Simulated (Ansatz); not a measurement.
# AgF (model cell, started as wurtzite): relaxing the cell for a phonon run

Aim: bring AgF (model cell, started as wurtzite) to small forces and stress, as phonons need.

Calculated with Ansatz 0.2.0; DFT LDA, scalar-relativistic, plane waves, PAW.

The structure was built from a prototype and need not be the compound's stable phase.

### 1. Set-up

It takes space group P6_3mc (No. 186, hexagonal). The conventional cell has a = 3.807 Å, b = 3.807 Å, c = 6.217 Å, α = 90.00°, β = 90.00°, γ = 120.00°. Nearest to Ag lie 4 F at 2.33 Å. Nearest to F lie 4 Ag at 2.33 Å. Farther neighbours and most contacts between anions are not listed.

### 2. A coarse first look

First a cheap look: the gap decides the mesh and the occupations, the pressure tells how far the cell has to move.

Input file input.yaml:

```yaml
crystal:
  lattice:
    - [3.80683, 0.0, 0.0]
    - [-1.90342, 3.29681, 0.0]
    - [0.0, 0.0, 6.21656]
  atoms:
    - { symbol: Ag, position: [0.333333, 0.666667, 0.0] }
    - { symbol: Ag, position: [0.666667, 0.333333, 0.5] }
    - { symbol: F, position: [0.333333, 0.666667, 0.375] }
    - { symbol: F, position: [0.666667, 0.333333, 0.875] }
kpoints:
  mp_grid: { grid: [6, 6, 4] }
hamiltonian:
  xc: lda
scf:
  occupations: { method: gaussian, width: 0.1 }
output:
  forces: true
  stress: true
  eigenvalues: true
```

Launch:

```
$ ansatz run input.yaml --threads 4 --pin off --max-ram 7168MiB --backend cpu --events-out ev --progress --plain --runs-dir out
```

Numbers of over 12 decimals in the logs are rounded to 6 here.

Output:

```text
[...]
k-point 0: bands = [... 22 lower, 4.8480, 5.1056, 5.1361, 5.2487, 5.2487, 9.3535, 10.5260, 17.7337, ... 1 higher]
  k-point 1: bands = [... 22 lower, 4.9011, 4.9011, 5.1875, 5.1875, 5.6686, 8.1607, 11.9264, 16.4293, ... 1 higher]
  k-point 2: bands = [... 22 lower, 5.0412, 5.0412, 5.0412, 5.0412, 6.7479, 6.7479, 14.0402, 14.0402, ... 1 higher]
  k-point 20: bands = [... 22 lower, 4.3645, 4.3645, 4.6900, 4.6900, 11.0008, 11.0008, 11.9622, 11.9622, ... 1 higher]
[key lines of the parts left out:]
SCF converged after 7 iterations
Free energy (F): -16500.655547 eV
Fermi energy:    5.305529 eV
P = ⅓ Tr σ = -4.9359 GPa (-49.359 kbar)
```

It took 2.1 s on 4 threads of Arm Neoverse N1, shared host; peak memory 0.33 GiB.

This step gave:

```
pressure          : -4.936 GPa
volume per atom   : 19.51 Å³
gap on the k-mesh : 0 eV
```

The coarse mesh shows no gap and a pressure of -4.9 GPa.

### 3. Bringing the structure to rest, k-mesh 12×12×6

The cell and atoms are relaxed, since residual forces and stress would shift the frequencies.

input.yaml, as its differences from that of step 2:

```diff
@@ -11,3 +11,3 @@
 kpoints:
-  mp_grid: { grid: [6, 6, 4] }
+  mp_grid: { grid: [12, 12, 6] }
 hamiltonian:
@@ -20 +20,10 @@
   eigenvalues: true
+  write_density: true
+  write_potential: true
+  elf: true
+  volumetric_format: npy
+relax:
+  adjacent_minimum: "off"
+  f_tol: 0.005
+  max_steps: 80
+  cell: { stress_tol: 0.05 }
```

Output:

```text
[...]
Crystal: 4 atoms, lattice volume = 78.020 Å³
Basis set: ecut = 420 eV, 1521 PW (Γ)
Bands: 32, of which v1, the nominal top of the filled ones, is band 26 counted from 1 (25 counted from 0)
Symmetry: 12 space group operations
[...]
k-points: 76 of 864 (time reversal used)
[...]
SCF iter   1: F=—  HF=-16500.714557 eV  |F-HF|=—  |Δ(HF+E_count)|=         —  Δρ=1.95e-2  dr2=2.36e-1  ethr=1.77e-3  ⟨swp⟩=5.5  Hψ=8496  notcnv=0  defer=8
[...]
SCF iter   8: F=-16500.655015 eV  HF=-16500.655015 eV  |F-HF|=3.24e-9  |Δ(HF+E_count)|=   4.97e-8  Δρ=1.67e-6  dr2=3.34e-9  ethr=1.92e-10  ⟨swp⟩=11.3  Hψ=14514  notcnv=0
SCF 1 converged in 8 iterations: F = -16500.655015 eV  dr2 = 3.34e-9
[...]
relax step   1: F+E_penalty+E_count = -16500.65501544 eV  Δ(F+E_penalty+E_count) = +0.000e0 eV  max|allowed force component| = 2.251e-3 eV/Å  Δτ_max = 0.0000 Å  P = -4.917 GPa  Ω = 78.020 Å³  (8 SCF iters, dr2 threshold 1.00e-7 eV, accepted)
Crystal: 4 atoms, lattice volume = 71.860 Å³
Basis set: ecut = 420 eV, 1389 PW (Γ)
[...]
iter 1 solved again at ethr=1.82e-4 eV; its pass at ethr=3.10e-3 eV (dr2=9.47e-2 eV) is discarded
[...]
SCF iter   6: F=-16500.792516 eV  HF=-16500.792516 eV  |F-HF|=1.46e-8  |Δ(HF+E_count)|=   3.88e-7  Δρ=6.66e-6  dr2=2.26e-8  ethr=7.69e-10  ⟨swp⟩=6.8  Hψ=15785  notcnv=0
SCF 2 converged in 6 iterations: F = -16500.792516 eV  dr2 = 2.26e-8
relax step   2: F+E_penalty+E_count = -16500.79251586 eV  Δ(F+E_penalty+E_count) = -1.375e-1 eV  max|allowed force component| = 8.253e-3 eV/Å  Δτ_max = 0.0020 Å  P = -0.959 GPa  Ω = 71.860 Å³  energy of the carried Pulay correction = +1.857e-2 eV  (6 SCF iters, dr2 threshold 4.00e-7 eV, accepted)
Crystal: 4 atoms, lattice volume = 70.510 Å³
[...]
SCF iter   5: F=-16500.800198 eV  HF=-16500.800198 eV  |F-HF|=1.51e-7  |Δ(HF+E_count)|=   4.05e-6  Δρ=2.05e-5  dr2=2.01e-7  ethr=7.69e-10  ⟨swp⟩=6.4  Hψ=16522  notcnv=0
SCF 3 converged in 5 iterations: F = -16500.800198 eV  dr2 = 2.01e-7
[...]
relax step   3: F+E_penalty+E_count = -16500.80019776 eV  Δ(F+E_penalty+E_count) = -7.682e-3 eV  max|allowed force component| = 1.158e-2 eV/Å  Δτ_max = 0.0015 Å  P = +0.189 GPa  Ω = 70.510 Å³  energy of the carried Pulay correction = +2.284e-2 eV  (5 SCF iters, dr2 threshold 4.00e-7 eV, accepted)
[... from here on, the SCF cycles and remarks between the steps are left out ...]
relax step   4: F+E_penalty+E_count = -16500.79971961 eV  Δ(F+E_penalty+E_count) = +4.782e-4 eV  max|allowed force component| = 1.227e-2 eV/Å  Δτ_max = 0.0011 Å  P = +0.004 GPa  Ω = 70.717 Å³  energy of the carried Pulay correction = +2.218e-2 eV  (5 SCF iters, dr2 threshold 9.37e-8 eV, accepted)
relax step   5: F+E_penalty+E_count = -16500.80011364 eV  Δ(F+E_penalty+E_count) = -3.940e-4 eV  max|allowed force component| = 1.761e-2 eV/Å  Δτ_max = 0.0057 Å  P = -0.011 GPa  Ω = 70.732 Å³  energy of the carried Pulay correction = +2.214e-2 eV  (6 SCF iters, dr2 threshold 9.41e-9 eV, accepted)
relax step   6: F+E_penalty+E_count = -16500.80210187 eV  Δ(F+E_penalty+E_count) = -1.988e-3 eV  max|allowed force component| = 3.602e-2 eV/Å  Δτ_max = 0.0138 Å  P = -0.069 GPa  Ω = 70.763 Å³  energy of the carried Pulay correction = +2.204e-2 eV  (7 SCF iters, dr2 threshold 2.25e-8 eV, accepted)
relax step   7: F+E_penalty+E_count = -16500.81555402 eV  Δ(F+E_penalty+E_count) = -1.345e-2 eV  max|allowed force component| = 5.087e-2 eV/Å  Δτ_max = 0.0435 Å  P = -0.121 GPa  Ω = 70.519 Å³  energy of the carried Pulay correction = +2.283e-2 eV  (7 SCF iters, dr2 threshold 1.23e-7 eV, accepted)
relax step   8: F+E_penalty+E_count = -16500.86209450 eV  Δ(F+E_penalty+E_count) = -4.654e-2 eV  max|allowed force component| = 8.082e-2 eV/Å  Δτ_max = 0.0876 Å  P = -0.561 GPa  Ω = 69.743 Å³  energy of the carried Pulay correction = +2.533e-2 eV  (7 SCF iters, dr2 threshold 4.00e-7 eV, accepted)
relax step   9: F+E_penalty+E_count = -16500.93665465 eV  Δ(F+E_penalty+E_count) = -7.456e-2 eV  max|allowed force component| = 1.252e-1 eV/Å  Δτ_max = 0.0970 Å  P = -0.771 GPa  Ω = 68.072 Å³  energy of the carried Pulay correction = +3.080e-2 eV  (7 SCF iters, dr2 threshold 4.00e-7 eV, accepted)
relax step  10: F+E_penalty+E_count = -16501.01585837 eV  Δ(F+E_penalty+E_count) = -7.920e-2 eV  max|allowed force component| = 1.012e-1 eV/Å  Δτ_max = 0.0964 Å  P = +0.355 GPa  Ω = 65.567 Å³  energy of the carried Pulay correction = +3.923e-2 eV  (7 SCF iters, dr2 threshold 4.00e-7 eV, accepted)
relax step  11: F+E_penalty+E_count = -16501.02989301 eV  Δ(F+E_penalty+E_count) = -1.403e-2 eV  max|allowed force component| = 4.245e-2 eV/Å  Δτ_max = 0.0288 Å  P = -0.109 GPa  Ω = 65.681 Å³  energy of the carried Pulay correction = +3.885e-2 eV  (6 SCF iters, dr2 threshold 4.00e-7 eV, accepted)
relax step  12: F+E_penalty+E_count = -16501.03097461 eV  Δ(F+E_penalty+E_count) = -1.082e-3 eV  max|allowed force component| = 1.120e-3 eV/Å  Δτ_max = 0.0107 Å  P = -0.028 GPa  Ω = 65.597 Å³  energy of the carried Pulay correction = +3.914e-2 eV  (5 SCF iters, dr2 threshold 1.13e-7 eV, accepted)
relax step  13: F+E_penalty+E_count = -16501.03492876 eV  Δ(F+E_penalty+E_count) = -3.954e-3 eV  max|allowed force component| = 1.338e-3 eV/Å  Δτ_max = 0.0000 Å  P = -0.005 GPa  Ω = 65.597 Å³  stress off target by 5.19e-1 GPa  SCF on the basis re-selected at this cell (its energy is not comparable with the rows above)  (7 SCF iters)
relax step  14: F+E_penalty+E_count = -16501.03718842 eV  Δ(F+E_penalty+E_count) = -2.260e-3 eV  max|allowed force component| = 7.256e-5 eV/Å  Δτ_max = 0.0003 Å  P = +0.101 GPa  Ω = 65.571 Å³  energy of the carried Pulay correction = +1.014e-4 eV  (4 SCF iters, dr2 threshold 4.00e-7 eV, accepted)
relax step  15: F+E_penalty+E_count = -16501.03659399 eV  Δ(F+E_penalty+E_count) = +5.944e-4 eV  max|allowed force component| = 1.604e-3 eV/Å  Δτ_max = 0.0003 Å  P = -0.102 GPa  Ω = 65.751 Å³  energy of the carried Pulay correction = -5.024e-4 eV  (5 SCF iters, dr2 threshold 3.32e-8 eV, accepted)
relax step  16: F+E_penalty+E_count = -16501.03690891 eV  Δ(F+E_penalty+E_count) = -3.149e-4 eV  max|allowed force component| = 1.379e-4 eV/Å  Δτ_max = 0.0003 Å  P = -0.003 GPa  Ω = 65.666 Å³  energy of the carried Pulay correction = -2.160e-4 eV  (5 SCF iters, dr2 threshold 2.82e-8 eV, accepted)
relax step  17: F+E_penalty+E_count = -16501.03758423 eV  Δ(F+E_penalty+E_count) = -6.753e-4 eV  max|allowed force component| = 1.215e-4 eV/Å  Δτ_max = 0.0000 Å  P = +0.013 GPa  Ω = 65.666 Å³  stress off target by 8.74e-2 GPa  SCF on the basis re-selected at this cell (its energy is not comparable with the rows above)  (6 SCF iters)
relax step  18: F+E_penalty+E_count = -16501.03755578 eV  Δ(F+E_penalty+E_count) = +2.846e-5 eV  max|allowed force component| = 1.350e-4 eV/Å  Δτ_max = 0.0000 Å  P = +0.003 GPa  Ω = 65.698 Å³  energy of the carried Pulay correction = -1.158e-4 eV  (5 SCF iters, dr2 threshold 1.91e-8 eV, accepted)
[...]
SCF iter   5: F=-16501.037683 eV  HF=-16501.037683 eV  |F-HF|=2.55e-11  |Δ(HF+E_count)|=  3.27e-11  Δρ=2.48e-7  dr2=2.97e-11  ethr=1.00e-12  ⟨swp⟩=4.0  Hψ=10341  notcnv=0
SCF 19 converged in 5 iterations: F = -16501.037683 eV  dr2 = 2.97e-11
relax step  19: F+E_penalty+E_count = -16501.03768276 eV  Δ(F+E_penalty+E_count) = -1.270e-4 eV  max|allowed force component| = 1.350e-4 eV/Å  Δτ_max = 0.0000 Å  P = +0.004 GPa  Ω = 65.698 Å³  stress off target by 2.59e-2 GPa  SCF on the basis re-selected at this cell (its energy is not comparable with the rows above)  (5 SCF iters)
[...]
SCF converged after 5 iterations
Free energy (F): -16501.037683 eV
[...]
Internal energy: -16501.032215 eV  (E = F + TS)
E sigma→0 (E₀):  -16501.034949 eV
Entropy (-TS):   -0.005468 eV (-1.367 meV/atom)
Fermi energy:    7.831664 eV
[...]
--- Forces (eV/Å), atoms counted from 1 ---
  atom   1  Ag    -0.00000000    -0.00000000     0.00013495
  atom   2  Ag    -0.00000000     0.00000000     0.00013495
  atom   3  F      0.00000000     0.00000000    -0.00013497
  atom   4  F     -0.00000000    -0.00000000    -0.00013497
  max |Σ_I F_I| component: 4.77e-8 eV/Å
--- Stress (GPa, compression-positive) ---
        0.019614       0.000000       0.000000
        0.000000       0.019614      -0.000000
        0.000000      -0.000000      -0.025851
  P = ⅓ Tr σ = 0.0045 GPa (0.045 kbar)
--- Band table (eV; the first three rows and the last of 76) ---
  k-point 0: bands = [... 22 lower, 7.1987, 7.3048, 7.3048, 7.3258, 7.3258, 13.4700, 15.0709, 18.7960, ... 2 higher]
  k-point 1: bands = [... 22 lower, 7.3090, 7.3090, 7.3260, 7.3260, 7.6842, 12.6738, 16.1194, 18.7043, ... 2 higher]
  k-point 2: bands = [... 22 lower, 7.3187, 7.3187, 7.3271, 7.3271, 8.9097, 11.5056, 18.0241, 18.5177, ... 2 higher]
  k-point 75: bands = [... 22 lower, 6.4987, 6.4987, 7.8024, 7.8024, 13.9709, 13.9709, 14.4769, 14.4769, ... 2 higher]
--- Relaxed structure (16 steps of the walk, 16 accepted, 3 SCFs on fresh bases) ---
  F+E_penalty+E_count = -16501.03768276 eV   max|allowed force component| = 1.350e-4 eV/Å   (the final SCF, on the basis selected at the relaxed cell)
  cell:  # Å, volume = 65.6982 Å³
    - [4.010756, 3.0413907238007355e-6, 0]
    - [-2.005381, 3.473415, 0]
    - [0, 0, 4.715964]
  atoms:
    - { symbol: Ag, position: [0.333333, 0.666667, -0.062504] }
    - { symbol: Ag, position: [0.666667, 0.333333, 0.437496] }
    - { symbol: F, position: [0.333333, 0.666667, 0.437504] }
    - { symbol: F, position: [0.666667, 0.333333, 0.937504] }
```

The job ended after 2.6 min (4 threads; peak memory 0.53 GiB; 10 min of CPU time).

Step by step:

```
step  energy less that of the first step (eV)  largest force component (eV/Å)  pressure (GPa)  volume (Å³)
   1                                   0.0000                          0.0023           -4.92        78.02
   2                                  -0.1375                          0.0083           -0.96        71.86
   3                                  -0.1452                          0.0116            0.19        70.51
   4                                  -0.1447                          0.0123            0.00        70.72
   5                                  -0.1451                          0.0176           -0.01        70.73
   6                                  -0.1471                          0.0360           -0.07        70.76
   7                                  -0.1605                          0.0509           -0.12        70.52
   8                                  -0.2071                          0.0808           -0.56        69.74
   9                                  -0.2816                          0.1252           -0.77        68.07
  10                                  -0.3608                          0.1012            0.35        65.57
  11                                  -0.3749                          0.0425           -0.11        65.68
  12                                  -0.3760                          0.0011           -0.03        65.60
 13*                                  -0.3799                          0.0013            0.00        65.60
  14                                  -0.3822                          0.0001            0.10        65.57
  15                                  -0.3816                          0.0016           -0.10        65.75
  16                                  -0.3819                          0.0001            0.00        65.67
 17*                                  -0.3826                          0.0001            0.01        65.67
  18                                  -0.3825                          0.0001            0.00        65.70
 19*                                  -0.3827                          0.0001            0.00        65.70
```

Relaxation steps marked * repeat the geometry before them on a plane-wave basis chosen anew for their cell, so energy and pressure can jump there.

Forces are held to the 12 operations that the run works with; a distortion that breaks them can't arise in this run.

```
     cell as run  before  after   change
           a (Å)   3.807  4.011   +5.4 %
           b (Å)   3.807  4.011   +5.4 %
           c (Å)   6.217  4.716  -24.1 %
volume (Å³/atom)   19.51  16.42  -15.8 %
```

The atoms that moved most (Å, as changes of fractional coordinates times the final cell):

```
atom     dx     dy      dz  length
  F4  0.000  0.000   0.295   0.295
 Ag1  0.000  0.000  -0.295   0.295
 Ag2  0.000  0.000  -0.295   0.295
  F3  0.000  0.000   0.295   0.295
```

Final coordinates:

```xyz
4
Lattice="4.0108 0.0000 0.0000 -2.0054 3.4734 0.0000 0.0000 0.0000 4.7160" Properties=species:S:1:pos:R:3 pbc="T T T"
Ag    0.0000    2.3156   -0.2948
Ag    2.0054    1.1578    2.0632
F     0.0000    2.3156    2.0633
F     2.0054    1.1578    4.4212
```

This step gave:

* pressure: 0.004459 GPa
* volume per atom: 16.42 Å³

ELF in the ac plane at fractional y = 0.333, with atoms of Ag and F within 0.2 Å of it. It is the smooth field of the valence electrons, not physical close to the nuclei.

Values, 16 rows by 14 columns, each cell a mean:
```
0.10 0.17 0.23 0.20 0.11 0.09 0.45 0.77 0.71 0.50 0.65 0.79 0.57 0.17
0.09 0.16 0.21 0.19 0.11 0.09 0.42 0.75 0.76 0.63 0.72 0.79 0.54 0.16
0.08 0.13 0.17 0.15 0.09 0.07 0.27 0.58 0.76 0.78 0.77 0.69 0.35 0.11
0.06 0.09 0.11 0.10 0.07 0.05 0.12 0.26 0.43 0.49 0.46 0.34 0.15 0.06
0.04 0.04 0.05 0.05 0.04 0.04 0.06 0.08 0.10 0.10 0.10 0.09 0.07 0.05
0.04 0.04 0.04 0.04 0.04 0.06 0.11 0.17 0.24 0.27 0.25 0.20 0.12 0.08
0.06 0.06 0.09 0.07 0.06 0.09 0.22 0.36 0.50 0.55 0.52 0.42 0.25 0.13
0.07 0.09 0.14 0.11 0.07 0.11 0.30 0.48 0.63 0.70 0.65 0.55 0.35 0.17
0.08 0.11 0.19 0.14 0.08 0.12 0.35 0.54 0.72 0.83 0.76 0.61 0.41 0.20
0.07 0.10 0.17 0.13 0.07 0.12 0.33 0.51 0.68 0.77 0.71 0.58 0.38 0.19
0.06 0.07 0.10 0.08 0.06 0.10 0.24 0.39 0.53 0.58 0.55 0.46 0.28 0.14
0.05 0.05 0.05 0.05 0.05 0.07 0.15 0.24 0.35 0.39 0.36 0.29 0.17 0.10
0.04 0.04 0.05 0.04 0.04 0.04 0.07 0.09 0.11 0.12 0.11 0.10 0.08 0.05
0.05 0.07 0.09 0.08 0.05 0.05 0.08 0.14 0.23 0.27 0.24 0.18 0.09 0.05
0.08 0.12 0.16 0.14 0.09 0.07 0.23 0.51 0.72 0.76 0.74 0.62 0.30 0.10
0.09 0.15 0.20 0.18 0.10 0.08 0.37 0.71 0.79 0.73 0.77 0.78 0.48 0.14
```
Columns run along a (4.0 Å), rows up along c (4.7 Å). Atoms in or near the plane, at fractional coordinates: Ag at (0.67, 0.44), F at (0.67, 0.94).

Valence density in the ac plane at fractional y = 0.333, with atoms of Ag and F within 0.2 Å of it. It is the smooth field of the valence electrons, not physical close to the nuclei.

Ten steps, logarithmic in the rise over the least value, from '0' (0 e/Å³) to '9' (20 e/Å³), each cell a mean:
```
11111124898621
01110024787521
00000012455310
00000001232200
00000001111100
00000011333210
00000024676521
00000136898741
00000147999852
00000146899742
00000024777531
00000012454310
00000001121100
00000001122100
00000012454310
01110013677521
```
Columns run along a (4.0 Å), rows up along c (4.7 Å). Atoms in or near the plane, at fractional coordinates: Ag at (0.67, 0.44), F at (0.67, 0.94).

Electrostatic potential energy in the ac plane at fractional y = 0.333, with atoms of Ag and F within 0.2 Å of it. With pseudopotentials it is smooth inside the atoms' cores, unlike the true potential.

Ten even steps from '_' (-33 eV) to '@' (13 eV), each cell a mean:
```
@@@@%%%%@@@@@@++______::@@@@
@@@@%%@@@@@@@@**______--@@@@
@@@@@@@@@@@@@@@@++--==%%@@@@
@@@@@@@@@@@@@@@@@@%%@@@@@@@@
@@@@@@@@@@@@@@@@@@%%%%@@@@@@
@@@@@@@@@@@@@@%%##****##@@@@
@@@@@@@@@@@@%%++--::--==##@@
@@@@@@@@@@@@**--..__..::++%%
@@@@@@@@@@%%++::______..==%%
@@@@@@@@@@@@**--______::++%%
@@@@@@@@@@@@##++::::::==##%%
@@@@@@@@@@@@%%##++==++**%%@@
@@@@@@@@@@@@@@@@%%%%%%@@@@@@
@@@@@@@@@@@@@@@@@@@@@@@@@@@@
@@@@@@@@@@@@@@@@##++**%%@@@@
@@@@@@@@@@@@@@##..__..++@@@@
```
Columns run along a (4.0 Å; values clipped at the 3rd and 97th percentile), rows up along c (4.7 Å). Atoms in or near the plane, at fractional coordinates: Ag at (0.67, 0.44), F at (0.67, 0.94).

In this step the volume went from 19.51 to 16.42 Å³/atom.

[end of part 1 of 2]

[Logs are printed without paths, hosts, clocks, repeated set-up lines and the standing remarks that a program may print on its own settings, such as how far it seeks lower states.]

[Hosts, paths, dates, database ids (printed as entryN), source tags and the programs' standing remarks are cut or masked in the printed files.]
